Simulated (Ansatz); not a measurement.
**Ta2CF2 monolayer: a soft mode frozen in**

Wanted: the energy along a soft mode of Ta2CF2 monolayer and the structure at the end.

Main program and level: Ansatz 0.2.0; DFT PBE, scalar-relativistic, plane waves, PAW; PAW set soft_1.

## (1) The starting structure

The cell holds 5 atoms: 1 C, 2 Ta and 2 F. Cell: a = 3.206 Å, b = 3.206 Å, c = 33.200 Å, α = 90.0°, β = 90.0°, γ = 120.0°. Vacuum lies along c.

## (2) The dispersion

The cell comes from relaxations at this level that are not shown. Stability and thermal properties need the whole zone. Linear response on a 6×6×1 q mesh gives force constants as far as a supercell of that size would.

input.yaml

```yaml
crystal:
  lattice:
    - [3.2057835833, 0.0, 0.0]
    - [-1.6028917917, 2.7762900222, 0.0]
    - [0.0, 0.0, 33.2]
  atoms:
    - { symbol: C, position: [0.0, 0.0, 0.3012048193] }
    - { symbol: Ta, position: [0.3333333333, 0.6666666667, 0.3339935188] }
    - { symbol: Ta, position: [0.6666666667, 0.3333333333, 0.2684161197] }
    - { symbol: F, position: [0.6666666667, 0.3333333333, 0.3761822113] }
    - { symbol: F, position: [0.3333333333, 0.6666666667, 0.2262274272] }
  periodic: [true, true, false]
kpoints:
  mp_grid: { grid: [12, 12, 1] }
hamiltonian:
  xc: pbe
  pseudopotentials: { kind: paw, azcp: { folder: soft_1 } }
scf:
  occupations: { method: methfessel_paxton, width: 0.2 }
output:
  eigenvalues: true
phonons:
  method: dfpt
  qmesh: [6, 6, 1]
  temperatures: { t_max: 1000, t_step: 50 }
  qpath:
    path:
      - [0.0, 0.0, 0.0]
      - [0.5, 0.0, 0.0]
      - [0.33333333, 0.33333333, 0.0]
      - [0.0, 0.0, 0.0]
    npoints: 10
```

Command:

```console
> ansatz run input.yaml --threads 4 --pin off --max-ram 16384MiB --backend cpu --events-out ev --progress --plain --runs-dir out
```

Numbers of over 12 decimals in the logs are rounded to 6 here.

The log of the run:

```text
Warning: crystal.symmetry: narrowed to the stabiliser of the run's FFT grids — unitary ops 12 → 6. A phonons.method: dfpt run fills in the rows of the dynamical matrix that it does not solve by its symmetry operations, which is exact only for operations that map its FFT grids onto themselves: filled in by any other, the frequencies could depend on the order in which like atoms are typed, or, by more than the grids' own error, on where the crystal sits among the grids' points. Excluded: 6 operations. The run can therefore solve more perturbations, solve them on more k-points, or both, and cost more. [rest of the remark cut]
Engine: ansatz 0.2.0, aarch64-unknown-linux-gnu
Pseudopotentials: kind: paw
Pseudopotential: C, paw, valence charge 4, recommended cutoff 420 eV (normal), soft_1/C.paw.azcp
Pseudopotential: Ta, paw, valence charge 13, recommended cutoff 420 eV (normal), soft_1/Ta.paw.azcp
Pseudopotential: F, paw, valence charge 7, recommended cutoff 420 eV (normal), soft_1/F.paw.azcp
Functional definition: PBE
  parameter kappa = 0.804
  parameter beta = 0.066725
  exchange = pbe_x(kappa = kappa, mu = beta*pi^2/3)
  correlation = pbe_c(beta = beta)
Crystal: 5 atoms, lattice volume = 295.486 Å³
Basis set: ecut = 420 eV, 5847 PW (Γ), exchange–correlation on 48×48×450 points (8 copies of the dense FFT grid, shifted against one another)
Bands: 27, of which v1, the nominal top of the filled ones, is band 22 counted from 1 (21 counted from 0)
Symmetry: 12 space group operations
k-points: 19 of 144 (irreducible under 6 space group operations, time reversal used)
Non-local potential: C, projectors of the file, l = 0: 2, l = 1: 2, l = 2: 1
Non-local potential: Ta, projectors of the file, l = 0: 3, l = 1: 2, l = 2: 2, l = 3: 1
Non-local potential: F, projectors of the file, l = 0: 2, l = 1: 2, l = 2: 1
PAW form: soft (Blöchl's): semilocal exchange-correlation on the pseudo side does not see the compensation charge
PAW one-centre angular grid: C, 110 points (default); XC on 64 Gauss nodes
PAW one-centre angular grid: Ta, 590 points (default); XC on 64 Gauss nodes
PAW one-centre angular grid: F, 110 points (default); XC on 64 Gauss nodes
Initial density: superposition of atomic densities (neutral atoms: chi_scale 0, normalization atom)
Initial wavefunctions: pseudopotential atomic-orbital guess
Functional: x = pbe(κ = 0.804, μ = 0.219515), c = pbe(β = 0.066725)
SCF iter   1: F=—  HF=-21741.040295 eV  |F-HF|=—  |Δ(HF+E_count)|=         —  Δρ=5.78e-2  dr2=1.71e1  ethr=3.10e-3  ⟨swp⟩=10.9  Hψ=3584  notcnv=0
preconditioner: auto → LDOS  [insulator: Δε(μ)=0.274 eV  Ē_g=9.575 eV  σ=0.200 eV  W_gap=0.72  n_scr=20 (ndim 8)  ℏωp=10.6 eV  f_vac=0.767  D(μ)=1.28/eV (n_scr^D=8)  ε∞_Penn≈2.2  β→1.0]
SCF iter   2: F=—  HF=-21739.393562 eV  |F-HF|=—  |Δ(HF+E_count)|=    1.65e0  S|Δr|=    0.00e0  Δρ=5.88e-2  dr2=1.14e1  ethr=3.10e-3  ⟨swp⟩=5.9  Hψ=2014  notcnv=0  defer=7
SCF iter   3: F=—  HF=-21736.474016 eV  |F-HF|=—  |Δ(HF+E_count)|=    2.92e0  S|Δr|=    0.00e0  Δρ=7.87e-3  dr2=1.48e-1  ethr=3.10e-3  ⟨swp⟩=4.3  Hψ=1656  notcnv=0  defer=7
SCF iter   4: F=—  HF=-21736.437030 eV  |F-HF|=—  |Δ(HF+E_count)|=   3.70e-2  S|Δr|=    0.00e0  Δρ=2.23e-3  dr2=1.96e-2  ethr=3.36e-4  ⟨swp⟩=3.3  Hψ=1269  notcnv=0  defer=7
SCF iter   5: F=—  HF=-21736.436457 eV  |F-HF|=—  |Δ(HF+E_count)|=   5.73e-4  S|Δr|=    0.00e0  Δρ=4.57e-4  dr2=9.59e-4  ethr=4.45e-5  ⟨swp⟩=2.9  Hψ=1040  notcnv=0  defer=7
SCF iter   6: F=—  HF=-21736.436416 eV  |F-HF|=—  |Δ(HF+E_count)|=   4.10e-5  S|Δr|=    0.00e0  Δρ=1.74e-4  dr2=4.47e-5  ethr=2.18e-6  ⟨swp⟩=3.5  Hψ=1116  notcnv=0  defer=7
SCF iter   7: F=—  HF=-21736.436468 eV  |F-HF|=—  |Δ(HF+E_count)|=   5.27e-5  S|Δr|=    0.00e0  Δρ=3.78e-5  dr2=3.73e-6  ethr=1.02e-7  ⟨swp⟩=3.9  Hψ=1251  notcnv=0  defer=7
SCF iter   8: F=—  HF=-21736.436297 eV  |F-HF|=—  |Δ(HF+E_count)|=   1.72e-4  S|Δr|=    0.00e0  Δρ=6.97e-6  dr2=2.19e-7  ethr=8.48e-9  ⟨swp⟩=3.8  Hψ=1227  notcnv=0  defer=7
SCF iter   9: F=—  HF=-21736.436297 eV  |F-HF|=—  |Δ(HF+E_count)|=   3.37e-7  S|Δr|=    0.00e0  Δρ=1.20e-6  dr2=4.05e-9  ethr=4.99e-10  ⟨swp⟩=3.4  Hψ=1148  notcnv=0  defer=7
SCF iter  10: F=—  HF=-21736.436297 eV  |F-HF|=—  |Δ(HF+E_count)|=   2.98e-8  S|Δr|=    0.00e0  Δρ=3.39e-7  dr2=4.45e-10  ethr=9.21e-12  ⟨swp⟩=4.0  Hψ=1322  notcnv=0  defer=7
SCF iter  11: F=—  HF=-21736.436297 eV  |F-HF|=—  |Δ(HF+E_count)|=  6.48e-10  S|Δr|=    0.00e0  Δρ=8.91e-8  dr2=1.25e-11  ethr=1.01e-12  ⟨swp⟩=3.6  Hψ=1188  notcnv=0  defer=7
SCF iter  12: F=-21736.436297 eV  HF=-21736.436297 eV  |F-HF|=9.82e-11  |Δ(HF+E_count)|=  2.69e-10  S|Δr|=    0.00e0  Δρ=2.33e-8  dr2=1.09e-12  ethr=1.00e-12  ⟨swp⟩=18.5  Hψ=4995  notcnv=0
SCF 1 converged in 12 iterations: F = -21736.436297 eV  dr2 = 1.09e-12
  greatest PAW one-centre occupation: 0.999 electrons in one spin orbital (limit 2), on the Ta atom at site 2 (counted from 0), in its partial waves of l = 0
phonons: the bands overlap, so this run is a metal and interpolates without the dipole-dipole term. If the crystal is really an insulator or semiconductor, its LO-TO splitting is missing
NSCF: frozen V_eff on 19 k-points
WARN: eigensolver did not converge (k=0): 1 band(s) unlocked after 2 eigensolves, warm-restarted (20 sweeps on the last) at ethr=1.62e-12 eV (storage-precision floor; scheduled 1.00e-12 eV) (lowest unlocked band 26, counted from 0; max residual 4.10e-5 eV among the unlocked bands, 4.10e-5 eV over every band; other slots of this pass that fall short are told together in one closing line; warning suppressed until the next SCF loop or pass starts)
WARN: eigensolver did not converge in 5 slots of this pass, the one above among them; of largest residual over every band (k=4): 1 band(s) unlocked (lowest unlocked band 26, counted from 0; max residual 3.12e-4 eV among the unlocked bands, 3.12e-4 eV over every band); of lowest unlocked band (k=0): band 26
NSCF: frozen V_eff on 43 k-points
DFPT response loops at q = (0, 0, 0) (fractional): preconditioner auto → none (partly filled bands, converged f_vac=0.776); β = 0.50; Broyden in place of MSR1
NSCF: frozen V_eff on 156 k-points
DFPT response loops at q = (0, 0.166667, 0) (fractional): mixed as the last ones told, above
NSCF: frozen V_eff on 156 k-points
DFPT response loops at q = (0, 0.333333, 0) (fractional): mixed as the last ones told, above
NSCF: frozen V_eff on 86 k-points
DFPT response loops at q = (0, -0.5, 0) (fractional): mixed as the last ones told, above
NSCF: frozen V_eff on 288 k-points
DFPT response loops at q = (0.166667, 0.166667, 0) (fractional): mixed as the last ones told, above
NSCF: frozen V_eff on 288 k-points
DFPT response loops at q = (0.166667, 0.333333, 0) (fractional): mixed as the last ones told, above
NSCF: frozen V_eff on 156 k-points
DFPT response loops at q = (0.333333, 0.333333, 0) (fractional): mixed as the last ones told, above
SCF converged after 12 iterations
Stability not checked: this state was not tested for a lower state beside it, because cold or Methfessel-Paxton smearing, or corrected tetrahedra, fill the levels in a way that the test cannot read (fill_not_monotonic; see scf.lower_state_search)
Free energy (F): -21736.436297 eV
Harris-Foulkes:  -21736.436297 eV  (|F-HF|=9.82e-11)
Internal energy: -21736.435320 eV  (E = F + TS)
E sigma→0 (E₀):  -21736.436053 eV
Entropy (-TS):   -0.000978 eV (-0.196 meV/atom)
Fermi energy:    -3.802691 eV
--- Per-component energies (eV) ---
  E_band       = -1139.734102
  E_kinetic    = 1272.083105
  E_local      = -127305.953977  (includes V_loc(G=0)·N_el)
  E_nonlocal   = 175.601911
  E_hartree    = 62900.850859
  E_xc         = -844.734456
  E_vxc        = -724.436170  (∫ρ·V_xc dr)
  E_paw        = -17118.797123  (= ΣΔE_a)
  E_vpaw       = -358.732303  (= ΣTr[D̂ρ^β])
  E_aug_tail   = 0.001605  (compensation charges beyond the density's cutoff)
  E_ewald      = 59184.512757
  E_smearing   = -0.000978  (= −TS)
  E_closure    = 0.000000  (closes the sum)
  Σ components = -21736.436297   (vs F -21736.436297, Δ=0.00e0)
--- Band table (eV; the first three rows and the last of 19) ---
  k-point 0: bands = [... 18 lower, -8.9745, -8.9745, -5.5773, -5.5773, -4.3416, -3.2711, -2.4820, -2.4820, ... 1 higher]
  k-point 1: bands = [... 18 lower, -9.1847, -9.0063, -5.8088, -5.4190, -4.3077, -2.9588, -2.7084, -2.5271, ... 1 higher]
  k-point 2: bands = [... 18 lower, -9.4903, -9.0568, -6.3080, -4.9704, -4.2447, -3.0777, -2.5608, -2.3806, ... 1 higher]
  k-point 18: bands = [... 18 lower, -9.9380, -8.8431, -4.9906, -4.5067, -4.5067, -1.7728, -1.7282, -1.7282, ... 1 higher]
--- Phonons (Γ-DFPT): 10 representative perturbations + reference (Σ response iterations 52) ---
  ASR residual: 5.391e-5 → 0.000e0 eV/Å²; symmetrization residual: 6.746e-6 eV/Å²
  The last average, over the group as it would stand without the narrowing to the FFT grids, took up to 4.732e-6 eV/Å² of the zone centre's force constants
  ASR residual per site (eV/Å²): 5.39e-5 1.39e-5 9.22e-6 1.87e-5 1.78e-5
  Γ frequencies (cm⁻¹): 0.00 0.00 0.00 145.42 145.42 171.85 171.85 189.56 189.56 205.40 382.38 410.69 563.99 762.29 762.29
--- Phonons (arbitrary-q DFPT): 7 irreducible q on the 6×6×1 mesh ---
  q = [0.0000, 0.0000, 0.0000] (star 1, of the zone-centre solve; hermiticity 4.55e-7, symmetrization 3.38e-11, taken by the last average 1.60e-7): -0.00 0.00 0.00 145.42 145.42 171.85 171.85 189.56 189.56 205.40 382.38 410.69 563.99 762.29 762.29
  q = [0.0000, 0.1667, 0.0000] (star 6, 15 solved perturbations on 78 of 144 k-point pairs; hermiticity 4.83e-7, symmetrization 1.03e-10, taken by the last average 3.96e-7): 29.65 46.31 75.20 136.65 138.84 176.09 183.94 188.42 191.06 201.25 360.13 369.50 571.43 760.35 760.39
  q = [0.0000, 0.3333, 0.0000] (star 6, 15 solved perturbations on 78 of 144 k-point pairs; hermiticity 3.63e-7, symmetrization 1.13e-10, taken by the last average 3.13e-7): 17.61 59.55 101.74 120.34 132.32 175.88 183.78 187.10 194.28 207.58 325.42 340.01 590.85 741.37 758.24
  q = [0.0000, -0.5000, 0.0000] (star 3, 15 solved perturbations on 43 of 144 k-point pairs; hermiticity 4.75e-7, symmetrization 1.82e-10, taken by the last average 1.54e-7): -63.11 72.15 129.58 136.65 144.98 179.00 183.63 186.52 196.94 215.69 308.49 337.50 601.72 740.16 753.43
  q = [0.1667, 0.1667, 0.0000] (star 6, 10 solved perturbations in 1110 linear systems a pass and spin channel, the states on 144 of 144 k-point pairs; hermiticity 6.87e-7, symmetrization 1.96e-10, taken by the last average 2.78e-7): 36.04 68.97 96.17 116.95 142.04 176.24 178.67 187.70 193.60 207.71 337.04 344.24 584.86 746.92 762.09
  q = [0.1667, 0.3333, 0.0000] (star 12, 15 solved perturbations on 144 of 144 k-point pairs: no pair is spared here; hermiticity 6.03e-7, symmetrization 0.00e0, taken by the last average 1.29e-7): -48.15 77.28 122.85 132.98 142.38 174.74 175.41 192.25 198.49 202.49 319.10 327.08 598.95 741.86 757.17
  q = [0.3333, 0.3333, 0.0000] (star 2, 10 solved perturbations in 545 linear systems a pass and spin channel, the states on 78 of 144 k-point pairs; hermiticity 2.87e-7, symmetrization 3.05e-7, taken by the last average 2.51e-7): 49.27 96.92 96.92 148.48 148.48 174.50 177.86 194.55 200.19 200.19 319.55 319.55 605.36 756.78 756.78
  sum rule: each row above includes the acoustic sum rule's correction from the zone centre's row sums; it moved no ω² by more than (1.10 cm⁻¹)²
  mesh force constants: q→R imaginary residual 2.89e-18; ASR residual 5.391e-5 → 0.000e0 eV/Å²; symmetrization residual 1.776e-14 eV/Å²
  interpolated dispersion: 31 rows × 15 modes
  density of states and harmonic sums: on the 24×24×1 q-mesh, interpolated from the force constants of a 6×6×1 supercell (no non-analytic term)
  largest difference from the sums on the solved wave vectors: F 2.56e-2 eV, S 3.27e-5 and C_V 7.24e-6 eV/K
  zero-point energy: 0.258459 eV/cell   skipped modes (ω ≤ 0): 36, of them read as no rigid motion or as one in doubt: 33 (5.781e-1 modes/cell left out, lowest -63.11 cm⁻¹)   left out of the sums: 3.89e-2 of the cell's modes: C_V's classical limit lies that fraction below 3 k_B per atom; for a crystal, a wire or a layer, F and S can be off by more, and a phonons.interpolated_qmesh denser along its periods is the remedy for the sampling
```

It took 34 min on 4 threads of Arm Neoverse V1, shared host; peak memory 2.9 GiB; 2.2 h of CPU time.

The column dr2 measures how far the density is from self-consistency, as an energy; F and HF (Harris–Foulkes) agree once it is small.

Numbers from this step:

| Property | Result |
| --- | --- |
| gap on the k-mesh | 0 eV |
| sum-rule residual before enforcement | 5.39e-5 eV/Å² |
| lowest frequency on the path | -63.11 cm⁻¹ |
| point group | -3m |
| highest frequency on the path or at a solved wavevector | 762.6 cm⁻¹ |
| area per atom | 1.78 Å² |
| highest optical mode at the zone centre (no LO-TO term) | 762.3 cm⁻¹ |
| lowest optical zone-centre mode | 145.4 cm⁻¹ |
| lowest mode on the q mesh (acoustic modes at Γ apart) | -63.11 cm⁻¹ |

Frequencies (cm⁻¹) solved at each irreducible wavevector; negative means imaginary. Frequencies by wavevector, by row:

| q in reciprocal lattice units | star | mode 1 | mode 2 | mode 3 | mode 4 | mode 13 | mode 14 | mode 15 |
| --- | --- | --- | --- | --- | --- | --- | --- | --- |
| 0 0 0 | 1 | 0 | 0 | 0 | 145.4 | 564 | 762.3 | 762.3 |
| 0 0.1667 0 | 6 | 29.6 | 46.3 | 75.2 | 136.7 | 571.4 | 760.4 | 760.4 |
| 0 0.3333 0 | 6 | 17.6 | 59.5 | 101.7 | 120.3 | 590.9 | 741.4 | 758.2 |
| 0 -0.5 0 | 3 | -63.1 | 72.2 | 129.6 | 136.7 | 601.7 | 740.2 | 753.4 |
| 0.1667 0.1667 0 | 6 | 36 | 69 | 96.2 | 117 | 584.9 | 746.9 | 762.1 |
| 0.1667 0.3333 0 | 12 | -48.1 | 77.3 | 122.8 | 133 | 599 | 741.9 | 757.2 |
| 0.3333 0.3333 0 | 2 | 49.3 | 96.9 | 96.9 | 148.5 | 605.4 | 756.8 | 756.8 |

Interpolated from a 6×6×1 q mesh. Phonon branches along the path, in cm⁻¹:

| point | branch 1 | branch 2 | branch 3 | branch 4 | branch 12 | branch 13 | branch 14 | branch 15 |
| --- | --- | --- | --- | --- | --- | --- | --- | --- |
| Γ | 0 | 0 | 0 | 145 | 411 | 564 | 762 | 762 |
| halfway | 48 | 52 | 82 | 124 | 350 | 581 | 752 | 760 |
| M | -63 | 72 | 130 | 137 | 338 | 602 | 740 | 753 |
| halfway | -31 | 75 | 121 | 141 | 326 | 602 | 744 | 757 |
| K | 49 | 97 | 97 | 148 | 320 | 605 | 757 | 757 |
| halfway | 36 | 69 | 96 | 117 | 344 | 585 | 747 | 762 |
| Γ | 0 | 0 | 0 | 145 | 411 | 564 | 762 | 762 |

Symmetry leaves 7 wavevectors to solve. The lowest mode among them, the acoustic zeros apart, lies at q = (0, -0.5, 0) and is imaginary, 63.1i cm⁻¹, so the energy falls along it.

## (3) The mode frozen in, largest atomic shift 0 Å

The mode followed lies at q = (0, -0.5, 0) with frequency 63.1i cm⁻¹, the softest among the wavevectors solved. At small amplitude the distorted cell has space group no. 11 by a symmetry search on the positions. The undistorted cell that holds it gives the zero of energy on the same k mesh.

System of this step: Ta2CF2 monolayer. The cell holds 10 atoms: 2 C, 4 Ta and 4 F. Cell: a = 3.206 Å, b = 5.553 Å, c = 33.200 Å, α = 90.0°, β = 90.0°, γ = 90.0°. It derives from Ta2CF2. Vacuum lies along c.

input.yaml

```yaml
crystal:
  lattice:
    - [3.2057835833, 0.0, 0.0]
    - [0.0, 5.5525800443, 0.0]
    - [0.0, 0.0, 33.2]
  atoms:
    - { symbol: C, position: [0.5, 0.5, 0.3012048193] }
    - { symbol: C, position: [0.0, 0.0, 0.3012048193] }
    - { symbol: Ta, position: [0.0, 0.3333333333, 0.3339935188] }
    - { symbol: Ta, position: [0.5, 0.8333333333, 0.3339935188] }
    - { symbol: Ta, position: [0.5, 0.1666666667, 0.2684161197] }
    - { symbol: Ta, position: [1.0, 0.6666666667, 0.2684161197] }
    - { symbol: F, position: [0.5, 0.1666666667, 0.3761822113] }
    - { symbol: F, position: [1.0, 0.6666666667, 0.3761822113] }
    - { symbol: F, position: [0.0, 0.3333333333, 0.2262274272] }
    - { symbol: F, position: [0.5, 0.8333333333, 0.2262274272] }
  periodic: [true, true, false]
kpoints:
  mp_grid: { grid: [12, 6, 1] }
hamiltonian:
  xc: pbe
  pseudopotentials: { kind: paw, azcp: { folder: soft_1 } }
scf:
  occupations: { method: methfessel_paxton, width: 0.2 }
output:
  forces: true
  stress: true
  eigenvalues: true
```

The log of the run:

```text
[...]
Crystal: 10 atoms, lattice volume = 590.972 Å³
Basis set: ecut = 420 eV, 11619 PW (Γ), exchange–correlation on 48×80×450 points (8 copies of the dense FFT grid, shifted against one another)
Bands: 54, of which v1, the nominal top of the filled ones, is band 44 counted from 1 (43 counted from 0)
Symmetry: 8 space group operations
[...]
k-points: 28 of 72
[...]
k-point 1: bands = [... 40 lower, -7.6659, -5.8090, -5.4231, -4.3091, -2.9667, -2.9595, -2.7118, -2.6743, ... 6 higher]
  k-point 2: bands = [... 40 lower, -7.3441, -6.3078, -4.9745, -4.2472, -3.6929, -3.4782, -3.0810, -2.6139, ... 6 higher]
  k-point 27: bands = [... 40 lower, -7.7860, -7.7860, -2.3095, -2.3095, -2.2631, -2.2631, -2.0878, -2.0878, ... 6 higher]
  ° read free of the cell's end (the report's vacuum.weakly_bound_levels)
[key lines of the parts left out:]
SCF converged after 9 iterations
Free energy (F): -43472.864052 eV
Fermi energy:    -3.763637 eV
P = ½ c Tr σ = -0.0778 N/m
```

It took 25 s on 4 threads; peak memory 1.6 GiB; 96 s of CPU time.

This step gave:

```
energy from the undistorted cell : 0 meV/atom
```

## (4) The mode frozen in, largest atomic shift 0.14 Å

The atoms are moved along the unstable eigenvector, the largest shift by 0.14 Å, with the cell fixed.

input.yaml

```yaml
crystal:
  lattice:
    - [3.2057835833, 0.0, 0.0]
    - [0.0, 5.5525800443, 0.0]
    - [0.0, 0.0, 33.2]
  atoms:
    - { symbol: C, position: [0.5, 0.4954697166, 0.2970565784] }
    - { symbol: C, position: [0.0, 0.0045302834, 0.3053530601] }
    - { symbol: Ta, position: [0.0, 0.3471544142, 0.3335673471] }
    - { symbol: Ta, position: [0.5, 0.8195122525, 0.3344196904] }
    - { symbol: Ta, position: [0.5, 0.1528455858, 0.2688422914] }
    - { symbol: Ta, position: [1.0, 0.6804877475, 0.2679899481] }
    - { symbol: F, position: [0.5, 0.1675296218, 0.3741199987] }
    - { symbol: F, position: [1.0, 0.6658037115, 0.3782444239] }
    - { symbol: F, position: [0.0, 0.3324703782, 0.2282896398] }
    - { symbol: F, position: [0.5, 0.8341962885, 0.2241652146] }
  periodic: [true, true, false]
kpoints:
  mp_grid: { grid: [12, 6, 1] }
hamiltonian:
  xc: pbe
  pseudopotentials: { kind: paw, azcp: { folder: soft_1 } }
scf:
  occupations: { method: methfessel_paxton, width: 0.2 }
output:
  forces: true
  stress: true
  eigenvalues: true
  write_density: true
  write_potential: true
  elf: true
  volumetric_format: npy
```

The log of the run:

```text
[...]
Crystal: 10 atoms, lattice volume = 590.972 Å³
Basis set: ecut = 420 eV, 11619 PW (Γ), exchange–correlation on 48×80×450 points (8 copies of the dense FFT grid, shifted against one another)
Bands: 54, of which v1, the nominal top of the filled ones, is band 44 counted from 1 (43 counted from 0)
Symmetry: 4 space group operations
[...]
k-points: 28 of 72
[...]
k-point 1: bands = [... 40 lower, -7.7082, -5.7807, -5.4755, -4.4213, -3.3715, -2.9994, -2.8118, -2.6700, ... 6 higher]
  k-point 2: bands = [... 40 lower, -7.4530, -6.2603, -5.0632, -4.4323, -3.9639, -3.5930, -2.9742, -2.6517, ... 6 higher]
  k-point 27: bands = [... 40 lower, -7.7102, -7.7102, -2.6287, -2.6287, -2.3333, -2.3333, -2.1811, -2.1811, ... 6 higher]
  ° read free of the cell's end (the report's vacuum.weakly_bound_levels)
[key lines of the parts left out:]
SCF converged after 9 iterations
Free energy (F): -43472.873524 eV
Fermi energy:    -3.961086 eV
P = ½ c Tr σ = -0.7516 N/m
```

Elapsed: 35 s, on 4 threads; peak memory 1.6 GiB.

This step gave:

* energy from the undistorted cell: -0.8 meV/atom

The energy, extrapolated to zero smearing, is -0.80 meV/atom against the undistorted cell.

(Part 1 of 3 ends here.)

[Logs are printed without paths, hosts, clocks, repeated set-up lines and the standing remarks that a program may print on its own settings, such as how far it seeks lower states.]

[Hosts, paths, dates, database ids (printed as entryN), source tags and the programs' standing remarks are cut or masked in the printed files.]
